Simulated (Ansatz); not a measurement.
**SnSe2 (P-3m1): the dielectric response by several routes**

How strongly does SnSe2 (P-3m1) screen? Routes: perturbation theory, a sum over states and the RPA step of G0W0.

Program: Ansatz 0.2.0. Level of theory: linear response on PBE, plane waves, PAW. Results are calculated unless marked as measured.

In doubt: the program warns that the response may not be converged on this k-mesh (step 2), which bears on dielectric and field responses.

## (1) The structure

The structure is trigonal, space group P-3m1 (No. 164). The conventional cell has a = 3.811 Å, b = 3.811 Å, c = 6.136 Å, α = 90.00°, β = 90.00°, γ = 120.00°. Nearest to Sn lie 6 Se at 2.72 Å. Nearest to Se lie 3 Sn at 2.72 Å. Farther neighbours and most contacts between anions are not listed.

Geometry: measured cell, ions relaxed with PBE. The runs that relaxed it are not among those shown.

## (2) Response to a homogeneous field

The response to a uniform field gives ε∞, a yardstick for the screening that GW builds on its mesh.

This step: dielectric response by perturbation theory, PBE, plane waves, PAW; PAW set soft_1.

The input, input.yaml:

```yaml
crystal:
  lattice:
    - [3.811, 0.0, 0.0]
    - [-1.9055, 3.3004228138, 0.0]
    - [0.0, 0.0, 6.136]
  atoms:
    - { symbol: Sn, position: [0.0, 0.0, 0.0] }
    - { symbol: Se, position: [0.3333333333, 0.6666666667, 0.2614399677] }
    - { symbol: Se, position: [0.6666666667, 0.3333333333, 0.7385600323] }
kpoints:
  mp_grid: { grid: [6, 6, 4] }
hamiltonian:
  xc: pbe
  pseudopotentials: { kind: paw, azcp: { folder: soft_1 } }
scf:
  occupations: { method: fixed }
dielectric: {}
```

Launch:

```
$ ansatz run input.yaml --threads 3 --pin off --max-ram 92160MiB --backend cuda --events-out ev --progress --plain --runs-dir out --devices 1 --max-vram 13GiB
```

Numbers of over 12 decimals in the logs are rounded to 6 here.

The log of the run:

```text
GPUs: using 1 of 1 available (devices: 1).
Engine: ansatz 0.2.0, x86_64-unknown-linux-gnu
Pseudopotentials: kind: paw
Pseudopotential: Sn, paw, valence charge 14, recommended cutoff 420 eV (normal), soft_1/Sn.paw.azcp
Pseudopotential: Se, paw, valence charge 16, recommended cutoff 420 eV (normal), soft_1/Se.paw.azcp
Functional definition: PBE
  parameter kappa = 0.804
  parameter beta = 0.066725
  exchange = pbe_x(kappa = kappa, mu = beta*pi^2/3)
  correlation = pbe_c(beta = beta)
device memory: the entry about to start is reckoned to put 1.7 GiB on a device that reports 56.7 GiB free (of which the cap on the GPU budget leaves the run 13.0 GiB)
GPU FFT provider: cuFFT
GPU libraries: cuBLAS 13.8.2, cuFFT 12.4.0, cuSOLVER 12.3.4
Crystal: 3 atoms, lattice volume = 77.178 Å³
Basis set: ecut = 420 eV, 1485 PW (Γ), exchange–correlation on 54×54×90 points (8 copies of the dense FFT grid, shifted against one another)
Bands: 28, of which v1, the nominal top of the filled ones, is band 23 counted from 1 (22 counted from 0)
Symmetry: 12 space group operations
k-points: 47 of 144 (irreducible under 2 space group operations, time reversal used)
Non-local potential: Sn, projectors of the file, l = 0: 2, l = 1: 2, l = 2: 2, l = 3: 1
Non-local potential: Se, projectors of the file, l = 0: 2, l = 1: 2, l = 2: 3, l = 3: 1
PAW form: soft (Blöchl's): semilocal exchange-correlation on the pseudo side does not see the compensation charge
PAW one-centre angular grid: Sn, 590 points (default); XC on 64 Gauss nodes
PAW one-centre angular grid: Se, 590 points (default); XC on 64 Gauss nodes
Initial density: superposition of atomic densities (chi_scale 0.1, normalization cell, long waves kept (reshape's long-wave potential 0.10 eV rms))
Initial wavefunctions: pseudopotential atomic-orbital guess
GPU buffer pool allocated for 32805 grid points (all kernels)
GPU transforms: local potential and band sums: pruned to the plane-wave sphere, on 25×25×45
Functional: x = pbe(κ = 0.804, μ = 0.219515), c = pbe(β = 0.066725)
SCF iter   1: F=—  HF=-16963.819820 eV  |F-HF|=—  |Δ(HF+E_count)|=         —  Δρ=3.24e-2  dr2=1.66e0  ethr=3.10e-3  ⟨swp⟩=5.0  Hψ=4979  notcnv=0  defer=133
preconditioner: auto → Resta (q_TF=auto, 2.503 Å⁻¹)  ε∞=4.0  [insulator: Δε(μ)=0.558 eV  Ē_g=9.780 eV  n_scr=22 (ndim 8)  ℏωp=16.9 eV  f_vac=0.027  ε∞_Penn≈4.0]
SCF iter   2: F=—  HF=-16963.468126 eV  |F-HF|=—  |Δ(HF+E_count)|=   3.52e-1  Δρ=1.63e-2  dr2=2.35e-1  ethr=3.10e-3  ⟨swp⟩=2.0  Hψ=1897  notcnv=0  defer=58
SCF iter   3: F=—  HF=-16963.418406 eV  |F-HF|=—  |Δ(HF+E_count)|=   4.97e-2  Δρ=5.34e-3  dr2=1.81e-2  ethr=5.12e-4  ⟨swp⟩=2.0  Hψ=1581  notcnv=0  defer=133
SCF iter   4: F=—  HF=-16963.418550 eV  |F-HF|=—  |Δ(HF+E_count)|=   1.44e-4  Δρ=1.08e-3  dr2=1.37e-3  ethr=3.93e-5  ⟨swp⟩=2.0  Hψ=2433  notcnv=0  defer=138
SCF iter   5: F=—  HF=-16963.418634 eV  |F-HF|=—  |Δ(HF+E_count)|=   8.31e-5  Δρ=5.17e-4  dr2=2.08e-4  ethr=2.97e-6  ⟨swp⟩=2.0  Hψ=2447  notcnv=0  defer=138
SCF iter   6: F=—  HF=-16963.418978 eV  |F-HF|=—  |Δ(HF+E_count)|=   3.44e-4  Δρ=1.35e-4  dr2=1.76e-5  ethr=4.52e-7  ⟨swp⟩=3.0  Hψ=2447  notcnv=0  defer=138
SCF iter   7: F=—  HF=-16963.418978 eV  |F-HF|=—  |Δ(HF+E_count)|=   3.47e-7  Δρ=4.04e-5  dr2=1.21e-6  ethr=3.84e-8  ⟨swp⟩=2.9  Hψ=2373  notcnv=0  defer=59
SCF iter   8: F=—  HF=-16963.419062 eV  |F-HF|=—  |Δ(HF+E_count)|=   8.46e-5  Δρ=7.72e-6  dr2=8.65e-8  ethr=2.63e-9  ⟨swp⟩=2.0  Hψ=1692  notcnv=0  defer=47
SCF iter   9: F=—  HF=-16963.419062 eV  |F-HF|=—  |Δ(HF+E_count)|=   2.36e-7  Δρ=2.99e-6  dr2=8.48e-9  ethr=1.88e-10  ⟨swp⟩=2.0  Hψ=1625  notcnv=0  defer=47
SCF iter  10: F=—  HF=-16963.419062 eV  |F-HF|=—  |Δ(HF+E_count)|=   1.66e-8  Δρ=6.96e-7  dr2=3.30e-10  ethr=1.84e-11  ⟨swp⟩=2.0  Hψ=1645  notcnv=0  defer=47
SCF iter  11: F=-16963.419062 eV  HF=-16963.419062 eV  |F-HF|=4.37e-11  |Δ(HF+E_count)|=  4.07e-10  Δρ=2.14e-7  dr2=2.89e-11  ethr=1.00e-12  ⟨swp⟩=9.0  Hψ=5336  notcnv=0
SCF 1 converged in 11 iterations: F = -16963.419062 eV  dr2 = 2.89e-11
  greatest PAW one-centre occupation: 1.000 electrons in one spin orbital (limit 2), on the Se atom at site 1 (counted from 0), in its partial waves of l = 2
the response reads at least the filled bands of the reference SCF and the lowest empty band at each k-point, and that SCF's band table does not vouch for those bands. The notice of the band table in this run's record says why
device memory: the entry about to start is reckoned to put 0.4 GiB on a device that reports 60.2 GiB free (of which the cap on the GPU budget leaves the run 13.0 GiB)
NSCF: frozen V_eff on 1 k-points
device memory: the entry about to start is reckoned to put 0.4 GiB on a device that reports 60.2 GiB free (of which the cap on the GPU budget leaves the run 13.0 GiB)
NSCF: frozen V_eff on 1 k-points
device memory: the entry about to start is reckoned to put 0.4 GiB on a device that reports 60.2 GiB free (of which the cap on the GPU budget leaves the run 13.0 GiB)
NSCF: frozen V_eff on 1 k-points
device memory: the entry about to start is reckoned to put 0.4 GiB on a device that reports 60.2 GiB free (of which the cap on the GPU budget leaves the run 13.0 GiB)
NSCF: frozen V_eff on 1 k-points
device memory: the entry about to start is reckoned to put 0.4 GiB on a device that reports 60.2 GiB free (of which the cap on the GPU budget leaves the run 13.0 GiB)
NSCF: frozen V_eff on 1 k-points
device memory: the entry about to start is reckoned to put 0.4 GiB on a device that reports 60.3 GiB free (of which the cap on the GPU budget leaves the run 13.0 GiB)
NSCF: frozen V_eff on 1 k-points
device memory: the entry about to start is reckoned to put 0.4 GiB on a device that reports 60.2 GiB free (of which the cap on the GPU budget leaves the run 13.0 GiB)
NSCF: frozen V_eff on 1 k-points
device memory: the entry about to start is reckoned to put 0.4 GiB on a device that reports 60.2 GiB free (of which the cap on the GPU budget leaves the run 13.0 GiB)
NSCF: frozen V_eff on 1 k-points
device memory: the entry about to start is reckoned to put 0.4 GiB on a device that reports 60.2 GiB free (of which the cap on the GPU budget leaves the run 13.0 GiB)
NSCF: frozen V_eff on 1 k-points
device memory: the entry about to start is reckoned to put 0.4 GiB on a device that reports 60.2 GiB free (of which the cap on the GPU budget leaves the run 13.0 GiB)
NSCF: frozen V_eff on 1 k-points
device memory: the entry about to start is reckoned to put 0.1 GiB on a device that reports 59.7 GiB free (of which the cap on the GPU budget leaves the run 13.0 GiB)
device memory: the entry about to start is reckoned to put 1.0 GiB on a device that reports 59.6 GiB free (of which the cap on the GPU budget leaves the run 13.0 GiB)
DFPT response loops at Γ: preconditioner auto → Resta (q_TF=auto, 2.503 Å⁻¹)  ε∞=9.2 (no band partly filled); β = 1.00, the filter's whole step (`scf.mixing.beta` (0.50) is not read by the response loops at its default; to damp them type it under 1.00, their step now; it binds the ground state too); Broyden in place of MSR1
── the response to a field inside a basis, on 14×14×8 k-points: an SCF that follows is theirs, and a resumed run solves both again ──
device memory: the entry about to start is reckoned to put 0.6 GiB on a device that reports 52.1 GiB free (of which the cap on the GPU budget leaves the run 13.0 GiB)
GPU FFT provider: cuFFT
GPU libraries: cuBLAS 13.8.2, cuFFT 12.4.0, cuSOLVER 12.3.4
Bands: 24, of which v1, the nominal top of the filled ones, is band 23 counted from 1 (22 counted from 0)
k-points: 420 of 1568 (irreducible under 4 space group operations)
Initial density: handed on by an earlier stage of this run
Initial wavefunctions: pseudopotential atomic-orbital guess (no wavefunctions were taken with the density)
GPU buffer pool allocated for 32805 grid points (all kernels)
GPU transforms: band sums: pruned to the plane-wave sphere, on 25×25×45
Eigensolver: Dense (420 Hₖ)
SCF iter   1: F=—  HF=-16963.416230 eV  |F-HF|=—  |Δ(HF+E_count)|=         —  Δρ=2.90e-4  dr2=6.96e-5  ethr=1.00e-1
preconditioner: auto → Resta (q_TF=auto, 2.503 Å⁻¹)  ε∞=3.8  [insulator: Δε(μ)=0.521 eV  Ē_g=12.967 eV  n_scr=22 (ndim 8)  ℏωp=21.6 eV  f_vac=0.055  ε∞_Penn≈3.8]
SCF iter   2: F=—  HF=-16963.416222 eV  |F-HF|=—  |Δ(HF+E_count)|=   7.90e-6  Δρ=1.52e-4  dr2=1.58e-5  ethr=1.51e-7
SCF iter   3: F=—  HF=-16963.416224 eV  |F-HF|=—  |Δ(HF+E_count)|=   1.41e-6  Δρ=4.38e-5  dr2=1.71e-6  ethr=3.44e-8
SCF iter   4: F=—  HF=-16963.416224 eV  |F-HF|=—  |Δ(HF+E_count)|=   5.80e-7  Δρ=1.17e-5  dr2=1.12e-7  ethr=3.71e-9
SCF iter   5: F=-16963.416225 eV  HF=-16963.416225 eV  |F-HF|=1.69e-8  |Δ(HF+E_count)|=   1.35e-7  Δρ=3.77e-6  dr2=1.22e-8  ethr=2.44e-10
SCF 1 converged in 5 iterations: F = -16963.416225 eV  dr2 = 1.22e-8
device memory: the entry about to start is reckoned to put 0.1 GiB (of the 0.5 GiB reckoned in all, the device holds 0.5 GiB already) on a device that reports 50.7 GiB free (of which the cap on the GPU budget leaves the run 12.5 GiB)
device memory: the entry about to start is reckoned to put 3.8 GiB on a device that reports 58.6 GiB free (of which the cap on the GPU budget leaves the run 12.9 GiB)
DFPT response loops at Γ: preconditioner auto → Resta (q_TF=auto, 2.503 Å⁻¹)  ε∞=10.7 (no band partly filled); β = 1.00, the filter's whole step (`scf.mixing.beta` (0.50) is not read by the response loops at its default; to damp them type it under 1.00, their step now; it binds the ground state too); Broyden in place of MSR1
WARN: field response: inside a basis, on 14×14×8 points, no mesh in reach settles it: take ε∞, Z* and everything formed from them with what they may err, as stated (eps_inf_uncertainty, zstar_uncertainty_e), and compare with field_mesh: kpoints on a denser kpoints.mp_grid
SCF converged after 11 iterations
Free energy (F): -16963.419062 eV
Harris-Foulkes:  -16963.419062 eV  (|F-HF|=4.37e-11)
Internal energy: -16963.419062 eV  (E = F + TS)
E sigma→0 (E₀):  -16963.419062 eV
Fermi energy:    7.889227 eV
--- Per-component energies (eV) ---
  E_band       = -866.893249
  E_kinetic    = 390.072356
  E_local      = -6546.992039  (includes V_loc(G=0)·N_el)
  E_nonlocal   = -563.582908
  E_hartree    = 3408.577524
  E_xc         = -295.618937
  E_vxc        = -260.578526  (∫ρ·V_xc dr)
  E_paw        = -8631.686290  (= ΣΔE_a)
  E_vpaw       = -702.966727  (= ΣTr[D̂ρ^β])
  E_aug_tail   = -0.000477  (compensation charges beyond the density's cutoff)
  E_ewald      = -4724.188291
  E_smearing   = -0.000000  (= −TS)
  E_closure    = 0.000000  (closes the sum)
  Σ components = -16963.419062   (vs F -16963.419062, Δ=0.00e0)
--- Band table (eV; the first three rows and the last of 47) ---
  k-point 0: bands = [... 19 lower, 7.4044, 7.6111, 7.6111, 7.7881, 8.8795, 11.0728, 12.6066, 12.6066, ... 1 higher]
  k-point 1: bands = [... 19 lower, 7.3181, 7.3181, 7.7348, 7.7348, 9.8596, 11.0538, 12.4425, 12.4425, ... 1 higher]
  k-point 2: bands = [... 19 lower, 7.2669, 7.2669, 7.8248, 7.8248, 10.4990, 10.9428, 12.2885, 12.2885, ... 1 higher]
  k-point 46: bands = [... 19 lower, 4.8476, 5.1508, 6.6095, 7.3756, 9.5969, 12.3585, 13.2862, 13.7711, ... 1 higher]
--- Dielectric response (ions clamped): 3 representative field directions + reference, inside a basis on a mesh of 1568 k-points (Σ response iterations 21) ---
  ε∞ (high-frequency dielectric tensor):
       12.587269     0.000000     0.000000
        0.000000    12.587269    -0.000000
        0.000000    -0.000000    10.975608
  Born effective charges Z* (e; rows j = field, columns β = displacement):
    site 0:
         5.13137    0.00000    0.00000
        -0.00000    5.13137   -0.00000
         0.00000   -0.00000    2.22127
    site 1:
        -2.56568   -0.00000   -0.00000
        -0.00000   -2.56568    0.00000
        -0.00000    0.00000   -1.11064
    site 2:
        -2.56568   -0.00000   -0.00000
         0.00000   -2.56568    0.00000
        -0.00000    0.00000   -1.11064
  Z* charge neutrality: 1.385e-3 e pre-enforcement
  solved inside a basis spanned on kpoints, on 14×14×8 k-points, which do not settle them: ε∞ is read to err by 7.4e-2, Z* by 4.6e-2 e (field_mesh: kpoints solves on kpoints); Z* is corrected for what the basis lacks
```

The job ended after 1.9 min (1 × NVIDIA H100 80GB HBM3 (shared by 6 runs) with 3 threads of AMD EPYC 7R13 (Zen 3), shared host; peak memory 5.1 GiB).

Numbers from this step:

```yaml
stated_error_of_eps_infinity: 0.074
```

One over ε∞ averages 0.08, well under the quarter of exact exchange in PBE0, which by this rule of thumb may open the gap too far.

High-frequency dielectric tensor:

```
12.59  0.00  0.00
 0.00 12.59  0.00
 0.00  0.00 10.98
```

Born effective charge (e), principal values of the symmetric part by kind of site:

```
atom  atoms with these values    low  middle   high   mean
 Sn1                        1   2.22    5.13   5.13   4.16
 Se2                        2  -2.57   -2.57  -1.11  -2.08
```

In full for Sn1:

```
5.13 0.00 0.00
0.00 5.13 0.00
0.00 0.00 2.22
```

## (3) Independent-particle spectrum

The independent-particle spectrum shows where the oscillator strength lies, before excitons and local fields.

This step: independent-particle optics on PBE, plane waves, PAW; PAW set soft_1.

input.yaml, as its differences from that of step 2:

```diff
@@ -10,3 +10,3 @@
 kpoints:
-  mp_grid: { grid: [6, 6, 4] }
+  mp_grid: { grid: [12, 12, 4] }
 hamiltonian:
@@ -16,2 +16,4 @@
   occupations: { method: fixed }
-dielectric: {}
+  n_extra_bands: 52
+output:
+  optics: { e_range: [0, 25], de: 0.1, sigma: 0.2 }
```

The log of the run:

```text
[...]
GPUs: using 1 of 1 available (devices: 1).
[...]
GPU FFT provider: cuFFT
GPU libraries: cuBLAS 13.8.2, cuFFT 12.4.0, cuSOLVER 12.3.4
Crystal: 3 atoms, lattice volume = 77.178 Å³
Basis set: ecut = 420 eV, 1485 PW (Γ)
Bands: 75, of which v1, the nominal top of the filled ones, is band 23 counted from 1 (22 counted from 0)
Symmetry: 12 space group operations
[...]
k-points: 69 of 576
[...]
GPU buffer pool allocated for 32805 grid points (all kernels)
[...]
SCF iter   1: F=—  HF=-16963.834374 eV  |F-HF|=—  |Δ(HF+E_count)|=         —  Δρ=3.23e-2  dr2=1.67e0  ethr=3.10e-3  ⟨swp⟩=5.2  Hψ=17789  notcnv=0  defer=3299
[...]
SCF iter  10: F=-16963.431840 eV  HF=-16963.431840 eV  |F-HF|=1.46e-11  |Δ(HF+E_count)|=   1.49e-9  Δρ=7.31e-8  dr2=4.64e-12  ethr=1.00e-12  ⟨swp⟩=13.9  Hψ=43891  notcnv=0
SCF 1 converged in 10 iterations: F = -16963.431840 eV  dr2 = 4.64e-12
[...]
Optics k sum: 0 of 69 k-points
Optics k sum: 4 of 69 k-points
[...]
Optics k sum: 69 of 69 k-points
[...]
SCF converged after 10 iterations
Free energy (F): -16963.431840 eV
[...]
Internal energy: -16963.431840 eV  (E = F + TS)
E sigma→0 (E₀):  -16963.431840 eV
Fermi energy:    7.963601 eV
[...]
--- Band table (eV; the first three rows and the last of 69) ---
  k-point 0: bands = [... 19 lower, 7.4006, 7.6068, 7.6068, 7.7850, 8.8772, 11.0708, 12.6054, 12.6054, ... 48 higher]
  k-point 1: bands = [... 19 lower, 7.3142, 7.3142, 7.7305, 7.7305, 9.8572, 11.0519, 12.4415, 12.4415, ... 48 higher]
  k-point 2: bands = [... 19 lower, 7.2631, 7.2631, 7.8205, 7.8205, 10.4967, 10.9410, 12.2876, 12.2876, ... 48 higher]
  k-point 68: bands = [... 19 lower, 3.7733, 4.2227, 7.5291, 7.5291, 10.1873, 12.2184, 12.2184, 13.7620, ... 48 higher]
```

Elapsed: 2.1 min, on 1 × NVIDIA H100 80GB HBM3 (shared by 6 runs) with 3 threads; peak memory 1.7 GiB; 4.5 min of CPU time.

Numbers from this step:

| Item | Value |
| --- | --- |
| ε∞ without local fields (xx, yy, zz) | 13.25, 13.25, 13.79 |
| electrons in the f-sum (xx, yy, zz) | 25.37, 25.37, 25.30 |
| bands in the explicit sum (the static value is completed to all bands) | 75 |

The sum gives ε∞ = 13.25 and 13.79 without local fields.

The ε₂ has structure finer than the step of the table below, so its rows give means over 1 eV, whole bins alone (the curve runs from 0 to 25 eV). Peaks (eV: height): xx=yy 3.7: 16.3, 4.8: 15.9, 8.2: 6.23; zz 2.1: 13.5, 4.7: 21.8.

Independent particles, no local fields, Gaussian width 0.2 eV. ε₂ against photon energy; means over each step:

```
photon energy (eV)  xx=yy     zz
                 1   1.30   2.46
                 2   7.80   12.3
                 3   13.0   6.03
                 4   14.7   8.52
                 5   13.8   18.6
                 6   6.92   10.1
                 7   3.59   3.56
                 8   4.78   3.61
                 9   3.19   3.87
                10   2.00   2.31
                11   1.63   1.37
                12   1.14   1.19
                13   1.05  0.875
                14  0.789  0.649
                15  0.512  0.439
                16  0.378  0.384
                17  0.321  0.331
                18  0.275  0.282
                19  0.200  0.201
                20  0.180  0.173
                21  0.165  0.161
                22  0.143  0.143
                23  0.135  0.136
                24  0.106  0.117
```

[end of part 1 of 2]

[Paths, hosts, dates, memory and timing lines, banners, echoed tables and standing remarks are left out of the program output.]

[Logs are printed without paths, hosts, clocks, repeated set-up lines and the standing remarks that a program may print on its own settings, such as how far it seeks lower states.]

[Runs of the session that timed out or met a known fault of the program may be left out.]

[Cells called generated may have been cut or substituted from an entry of the Crystallography Open Database or the Materials Project.]

[Hosts, paths, dates, database ids (printed as entryN), source tags and the programs' standing remarks are cut or masked in the printed files.]
